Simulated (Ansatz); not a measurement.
# Lattice dynamics of SnO (model cell, started as CsCl type), part 2 of 2

Aim: the vibrations of SnO (model cell, started as CsCl type), their spectra, and whether the structure is stable.

Ansatz 0.2.0; DFT PBEsol, scalar-relativistic, plane waves, PAW.

So far. Step 5 (Relaxing to small forces for the phonons): The forces vanish by symmetry and the pressure is -0.001 GPa, within the tolerances set. The cell now holds 14.62 Å³/atom. Step 6 (Modes at Γ): Before it was imposed, the acoustic sum rule was missed by 1.2e-4 eV/Å². Small misses are needed for a sound result but don't prove that mesh and cutoff are converged. The lowest optical mode is imaginary, 268.7i cm⁻¹, so the energy falls along it. The relaxed cell has a = 3.081 Å (conventional setting).

The structure was built from a prototype and need not be the compound's stable phase.

## Step 7: The dispersion

Stability and thermal properties need the whole zone. Linear response on a 4×4×4 q mesh gives force constants as far as a supercell of that size would.

input.yaml reads:

```yaml
crystal:
  lattice:
    - [3.0805550157, 0.0, 0.0]
    - [0.0, 3.0805550157, 0.0]
    - [0.0, 0.0, 3.0805550157]
  atoms:
    - { symbol: Sn, position: [0.0, 0.0, 0.0] }
    - { symbol: O, position: [0.5, 0.5, 0.5] }
kpoints:
  mp_grid: { grid: [12, 12, 12] }
hamiltonian:
  xc: pbesol
scf:
  occupations: { method: methfessel_paxton, width: 0.15 }
output:
  eigenvalues: true
phonons:
  method: dfpt
  qmesh: [4, 4, 4]
  temperatures: { t_max: 1000, t_step: 50 }
  qpath:
    path:
      - [[0.0, 0.0, 0.0], [0.0, 0.5, 0.0], [0.5, 0.5, 0.0], [0.0, 0.0, 0.0], [0.5, 0.5, 0.5], [0.0, 0.5, 0.0]]
      - [[0.5, 0.5, 0.5], [0.5, 0.5, 0.0]]
    npoints: 10
```

Command:

```bash
ansatz run input.yaml --threads 4 --pin off --max-ram 7168MiB --backend cpu --events-out ev --progress --plain --runs-dir out
```

Numbers of over 12 decimals in the logs are rounded to 6 here.

The program printed:

```text
[...]
Crystal: 2 atoms, lattice volume = 29.234 Å³
Basis set: ecut = 420 eV, 587 PW (Γ), exchange–correlation on 48×48×48 points (8 copies of the dense FFT grid, shifted against one another)
Bands: 14, of which v1, the nominal top of the filled ones, is band 10 counted from 1 (9 counted from 0)
Symmetry: 48 space group operations
k-points: 84 of 1728
[...]
SCF iter   1: F=—  HF=-6509.226150 eV  |F-HF|=—  |Δ(HF+E_count)|=         —  Δρ=1.13e-2  dr2=3.01e-2  ethr=1.77e-3  ⟨swp⟩=5.1  Hψ=5942  notcnv=0
[...]
SCF iter   7: F=-6509.217506 eV  HF=-6509.217506 eV  |F-HF|=0.00e0  |Δ(HF+E_count)|=  2.64e-11  S|Δr|=    0.00e0  Δρ=1.19e-7  dr2=2.80e-12  ethr=1.00e-12  ⟨swp⟩=5.2  Hψ=4876  notcnv=0
SCF 1 converged in 7 iterations: F = -6509.217506 eV  dr2 = 2.80e-12
[...]
SCF iter   4: F=-6509.217506 eV  HF=-6509.217506 eV  |F-HF|=7.28e-12  |Δ(HF+E_count)|=  5.46e-12  S|Δr|=    0.00e0  Δρ=1.76e-7  dr2=7.47e-12  ethr=1.00e-12  ⟨swp⟩=2.9  Hψ=3372  notcnv=0
SCF 2 converged in 4 iterations: F = -6509.217506 eV  dr2 = 7.47e-12
phonons: the bands overlap, so this run is a metal and interpolates without the dipole-dipole term. If the crystal is really an insulator or semiconductor, its LO-TO splitting is missing
NSCF: frozen V_eff on 84 k-points
[...]
DFPT response loops at q = (0, 0, 0) (fractional): preconditioner auto → Kerker (q_TF=auto, 2.561 Å⁻¹) (partly filled bands, converged f_vac=0.000); β = 1.00, the filter's whole step (`scf.mixing.beta` (0.50) is not read by the response loops under this deck's `scf.mixing.preconditioner`; to damp them name `kerker` or `kerker_dos`, under which they read `scf.mixing.beta`, and type it under 1.00, their step now; both keys bind the ground state too); Broyden in place of MSR1
[...]
SCF converged after 7 iterations
[...]
Free energy (F): -6509.217506 eV
[...]
Internal energy: -6509.217356 eV  (E = F + TS)
E sigma→0 (E₀):  -6509.217468 eV
Entropy (-TS):   -0.000149 eV (-0.075 meV/atom)
Fermi energy:    12.041925 eV
[...]
--- Band table (eV; the first three rows and the last of 84) ---
  k-point 0: bands = [... 6 lower, 4.4632, 9.2804, 9.2804, 9.2804, 19.9630, 19.9630, 20.2366, 20.2366]
  k-point 1: bands = [... 6 lower, 4.3587, 9.3107, 9.3291, 9.3291, 18.5207, 20.0460, 20.1909, 20.1909]
  k-point 2: bands = [... 6 lower, 4.0677, 9.4197, 9.4644, 9.4644, 16.9667, 20.0508, 20.0508, 20.2959]
  k-point 83: bands = [... 6 lower, 8.4427, 8.4427, 8.4427, 10.8772, 11.8214, 11.8214, 11.8214, 24.4953]
--- Phonons (Γ-DFPT): 2 representative perturbations + reference (Σ response iterations 7) ---
  ASR residual: 1.046e-4 → 0.000e0 eV/Å²; symmetrization residual: 3.010e-6 eV/Å²
  ASR residual per site (eV/Å²): 1.05e-4 7.05e-5
  Γ frequencies (cm⁻¹): -268.74 -268.74 -268.74 0.00 0.00 0.00
--- Phonons (arbitrary-q DFPT): 10 irreducible q on the 4×4×4 mesh ---
  q = [0.0000, 0.0000, 0.0000] (star 1, of the zone-centre solve; hermiticity 1.61e-6, symmetrization 5.22e-12): -268.74 -268.74 -268.74 -0.00 0.00 0.00
  q = [0.0000, 0.0000, 0.2500] (star 6, 4 solved perturbations in 1848 linear systems a pass and spin channel, the states on 588 of 1728 k-point pairs; hermiticity 3.61e-7, symmetrization 7.39e-13): -187.53 -187.53 -25.58 -25.58 130.41 268.00
[...]
q = [0.0000, 0.2500, -0.5000] (star 12, 6 solved perturbations on 588 of 1728 k-point pairs; hermiticity 1.24e-7, symmetrization 2.19e-14): -153.44 -108.62 -104.74 -83.03 168.23 173.97
[...]
sum rule: each row above includes the acoustic sum rule's correction from the zone centre's row sums; it moved no ω² by more than (1.09 cm⁻¹)²
  mesh force constants: q→R imaginary residual 3.40e-18; ASR residual 1.046e-4 → 0.000e0 eV/Å²; symmetrization residual 3.109e-15 eV/Å²
  interpolated dispersion: 62 rows × 6 modes
  density of states and harmonic sums: on the 20×20×20 q-mesh, interpolated from the force constants of a 4×4×4 supercell (no non-analytic term)
  largest difference from the sums on the solved wave vectors: F 1.81e-3 eV, S 3.20e-6 and C_V 1.78e-6 eV/K
  zero-point energy: 0.028993 eV/cell   skipped modes (ω ≤ 0): 791, of them read as no rigid motion or as one in doubt: 788 (2.793e0 modes/cell left out, lowest -282.82 cm⁻¹)   left out of the sums: 4.66e-1 of the cell's modes: C_V's classical limit lies that fraction below 3 k_B per atom; for a crystal, a wire or a layer, F and S can be off by more, and a phonons.interpolated_qmesh denser along its periods is the remedy for the sampling
```

Run time: 2.5 min. Hardware: 4 threads of Arm Neoverse V2, shared host; peak memory 1.3 GiB.

This step gave:

```
sum-rule residual before enforcement                    : 1.05e-4 eV/Å²
lowest frequency on the path                            : -282.8 cm⁻¹
highest frequency on the path or at a solved wavevector : 329.7 cm⁻¹
lowest mode on the q mesh (acoustic modes at Γ apart)   : -282.8 cm⁻¹
```

Frequencies (cm⁻¹) solved at each irreducible wavevector; negative means imaginary. Frequencies by wavevector, by row:

```csv
q in reciprocal lattice units,star,mode 1,mode 2,mode 3,mode 4,mode 5,mode 6
0 0 0,1,-268.7,-268.7,-268.7,0,0,0
0 0 0.25,6,-187.5,-187.5,-25.6,-25.6,130.4,268
0 0 -0.5,3,-96.5,-96.5,44.3,44.3,187.8,322.9
0 0.25 0.25,12,-264.8,-166.4,-57.3,105.4,118.8,255
0 0.25 -0.5,12,-153.4,-108.6,-104.7,-83,168.2,174
0 -0.5 -0.5,3,-282.8,-282.8,-166.7,-121,146.8,146.8
0.25 0.25 0.25,8,-122.8,-122.8,-95.5,111.5,111.5,158
0.25 0.25 -0.5,12,-221.7,-146,44.2,143.5,157.1,203.7
0.25 -0.5 -0.5,6,28.8,55.5,55.5,162.3,164.3,164.3
-0.5 -0.5 -0.5,1,121.5,121.5,121.5,255.1,255.1,255.1
```

Interpolated from a 4×4×4 q mesh. The phonon branches at the labelled points (cm⁻¹):

```
    point  branch 1  branch 2  branch 3  branch 4  branch 5  branch 6
        Γ      -269      -269      -269         0         0         0
  halfway      -188      -188       -26       -26       130       268
        X       -96       -96        44        44       188       323
  halfway      -153      -109      -105       -83       168       174
        M      -283      -283      -167      -121       147       147
  halfway      -265      -166       -57       105       119       255
        Γ      -269      -269      -269         0         0         0
  halfway      -123      -123       -96       112       112       158
        R       122       122       122       255       255       255
  halfway      -222      -146        44       144       157       204
        X       -96       -96        44        44       188       323
jump to R       122       122       122       255       255       255
  halfway        29        56        56       162       164       164
        M      -283      -283      -167      -121       147       147
```

The phonon branches as a text plot (rows in cm⁻¹):

```
    317 |    *****                                      **
    291 |
    266 |   *     *          *               *****     *
    240 |                     *             **  * **      *
    215 |          *       **                    *  * *    *
    189 |      ****            *     ***   *     **    ***  *
    164 |     *    ****   *             *   *     *****      *
    138 |   **      *********            ***        * *       ***
    113 |                  ***          *   ******     *  ***
     87 |  *              *   **     ***   *      **       *
     62 | *                     *   ****    *     *     *   **
     36 |*     ***               * **               *    *   *
     11 |                         **     **
    -15 |******                 **
    -40 |  *                  **                  *  *
    -66 |         **       ***                        * *     *
    -91 |      *****      *             *              ***    *
   -117 |          *******      *       *          *  *        **
   -142 |     *     **   ****                       ** *
   -168 |    *        ****   *         * ***       *            *
   -193 | * *       **        *                       *       *
   -219 |            *         *   * **             **
   -245 |***          * *     ****  *                          *
   -270 |*            ********   ***                            *
         Γ      X      M          Γ            R        X|R     M
```

The phonon density of states has structure finer than the step of the table below, so its rows give means over 25 cm⁻¹, whole bins alone (the curve runs from -282 to 332 cm⁻¹). Peaks (cm⁻¹: height): -222.5: 0.0210, -97.5: 0.0158, 147.5: 0.0374.

Tetrahedra on a 20×20×20 mesh, mean over bins of 5 cm-1. Interpolated from a 4×4×4 q mesh. Phonon density of states against wavenumber; means over each step:

```csv
wavenumber (cm⁻¹),phonon density of states (1/cm⁻¹/cell)
-250,0.00701
-225,0.0150
-200,0.0104
-175,0.00955
-150,0.0122
-125,0.0127
-100,0.0142
-75,0.0106
-50,0.00869
-25,0.00686
0,0.00506
25,0.00543
50,0.00711
75,0.00967
100,0.0129
125,0.0163
150,0.0319
175,0.0162
200,0.00798
225,0.00714
250,0.00603
275,0.00287
300,0.00204
```

The partial phonon density of states has structure finer than the step of the table below, so its rows give means over 20 cm⁻¹, whole bins alone (the curve runs from -292 to 349 cm⁻¹). Peaks (cm⁻¹: height): O -219.4: 0.0159, -187.2: 0.00989, -146.8: 0.0114, 187.7: 0.00793; Sn -102.5: 0.0125, 147.4: 0.0295.

Phonopy on the run's constants, 19x19x19 mesh, Gaussian sigma 4.6 cm-1. Interpolated from a 4×4×4 q mesh. Table of partial phonon density of states by wavenumber; means over each step; values in 1/cm⁻¹/cell:

```
wavenumber (cm⁻¹)        O       Sn
             -280  0.00104   5.9e-5
             -260  0.00425   3.6e-4
             -240  0.00948   9.9e-4
             -220   0.0140  0.00139
             -200  0.00874  0.00112
             -180  0.00795  0.00146
             -160  0.00866  0.00233
             -140  0.00882  0.00377
             -120  0.00596  0.00723
             -100  0.00358   0.0111
              -80  0.00326  0.00883
              -60  0.00300  0.00665
              -40  0.00216  0.00568
              -20  0.00183  0.00415
                0   2.8e-4  0.00120
               20  0.00128  0.00372
               40  0.00186  0.00415
               60  0.00278  0.00651
               80  0.00333  0.00755
              100  0.00338  0.00963
              120  0.00427   0.0110
              140  0.00627   0.0225
              160  0.00682   0.0195
              180  0.00722  0.00627
              200  0.00639  0.00112
              220  0.00701   6.1e-4
              240  0.00610   3.8e-4
              260  0.00437   2.8e-4
              280  0.00267   2.0e-4
              300  0.00198   1.1e-4
              320  0.00124   6.6e-5
```

Second derivatives of the energy by pair, one row for each kind of neighbour of each atom listed. Each entry sums the pair over the periodic images of the supercell that the q mesh stands for, and in a polar crystal it holds the long-range dipole part too. Force constants by pair, by row:

```csv
atom,neighbour,distance (Å),third of the trace (eV/Å²),along the pair's line (eV/Å²)
Sn1,itself,0,2.734,–
Sn1,O,2.668,0.2351,1.129
Sn1,Sn,3.081,-0.5699,-3.522
Sn1,Sn,4.357,-0.0511,-0.583
Sn1,O,5.109,0.0179,0.2203
Sn1,Sn,5.336,-0.132,-0.4958
Sn1,Sn,6.161,-0.059,-0.2149
Sn1,O,6.714,0.0304,0.1285
Sn1,Sn,6.888,-0.0378,-0.1173
O2,itself,0,-0.1284,–
O2,Sn,2.668,0.2351,1.129
O2,O,3.081,-0.0976,-0.4244
O2,O,4.357,0.0819,-0.198
O2,Sn,5.109,0.0179,0.2203
O2,O,5.336,-0.3832,-1.165
O2,O,6.161,0.0191,-0.2059
O2,Sn,6.714,0.0304,0.1285
O2,O,6.888,-0.0119,-0.0828
```

Symmetry leaves 10 wavevectors to solve. The lowest mode among them, the acoustic zeros apart, lies at q = (0, -0.5, -0.5) and is imaginary, 282.8i cm⁻¹, so the energy falls along it.

## Step 8: Isotope substitution, element O, natural mass 15.999 amu

An isotope changes the mass and not the force constants, so no new electronic calculation is needed; the shifts show which modes move this element.

The same force constants with the mass of O changed from 15.999 to 17.999 u (phonopy, no LO-TO term). Both lists are sorted by frequency; levels can cross, so a row need not hold one and the same mode. Modes under 3 cm⁻¹ are left out. Isotope shifts, by row:

| q | rank | natural mass (cm⁻¹) | changed mass (cm⁻¹) |
| --- | --- | --- | --- |
| 0 0 0 | 1 | -268.7 | -255.2 |
| 0 0 0 | 2 | -268.7 | -255.2 |
| 0 0 0 | 3 | -268.7 | -255.2 |
| 0 0 0.25 | 1 | -187.5 | -179.4 |
| 0 0 0.25 | 2 | -187.5 | -179.4 |
| 0 0 0.25 | 3 | -25.58 | -25.21 |
| 0 0 0.25 | 4 | -25.58 | -25.21 |
| 0 0 0.25 | 5 | 130.4 | 129.7 |
| 0 0 0.25 | 6 | 268 | 254 |
| 0 0 -0.5 | 1 | -96.45 | -96.45 |
| 0 0 -0.5 | 2 | -96.45 | -96.45 |
| 0 0 -0.5 | 3 | 44.28 | 41.75 |
| 0 0 -0.5 | 4 | 44.28 | 41.75 |
| 0 0 -0.5 | 5 | 187.8 | 187.8 |
| 0 0 -0.5 | 6 | 322.9 | 304.4 |
| 0 0.25 0.25 | 1 | -264.8 | -251 |
| 0 0.25 0.25 | 2 | -166.4 | -159.7 |
| 0 0.25 0.25 | 3 | -57.28 | -56.26 |
| 0 0.25 0.25 | 4 | 105.4 | 104.8 |
| 0 0.25 0.25 | 5 | 118.8 | 118.2 |
| 0 0.25 0.25 | 6 | 255 | 241.5 |

A mode of this element alone would shift by -5.72 %.

## Step 9: Isotope substitution, element Sn, natural mass 118.71 amu

The same for Sn, from 118.71 to 123.91 u.

A mode of this element alone would shift by -2.12 %.

## Step 10: Results

```
space group after relaxation (within 0.01 Å)            : Pm-3m
volume per atom                                         : 14.6 Å³
electronic character                                    : no gap on this mesh
highest optical mode at the zone centre (no LO-TO term) : -269 cm⁻¹
lowest optical zone-centre mode                         : -269 cm⁻¹
lowest mode on the q mesh (acoustic modes at Γ apart)   : -283 cm⁻¹
highest frequency on the path or at a solved wavevector : 330 cm⁻¹
imaginary modes on the 4×4×4 q mesh                     : yes
```

In words: Modes are clearly imaginary (beyond 10i cm⁻¹) at 8 of the 10 irreducible wavevectors, most at q = (0, -0.5, -0.5) (282.8i cm⁻¹), so this structure is not a minimum of the energy. The optical modes at Γ form one degenerate level at -269 cm⁻¹ (negative means imaginary). With no gap, or one that is small against the smearing, the frequencies hang on the k mesh and the smearing, most of all near Kohn anomalies. A semilocal functional can close a gap that the real compound would have, so the metallic treatment may be an artefact of the level. Spin-orbit coupling is left out, which can matter for the heavy elements here. The starting cell was built on a prototype and not taken from a measurement, so the phase need not exist. These are harmonic frequencies at zero temperature: anharmonic shifts, linewidths and thermal expansion are left out.

[Logs are printed without paths, hosts, clocks, repeated set-up lines and the standing remarks that a program may print on its own settings, such as how far it seeks lower states.]

[Hosts, paths, dates, database ids (printed as entryN), source tags and the programs' standing remarks are cut or masked in the printed files.]
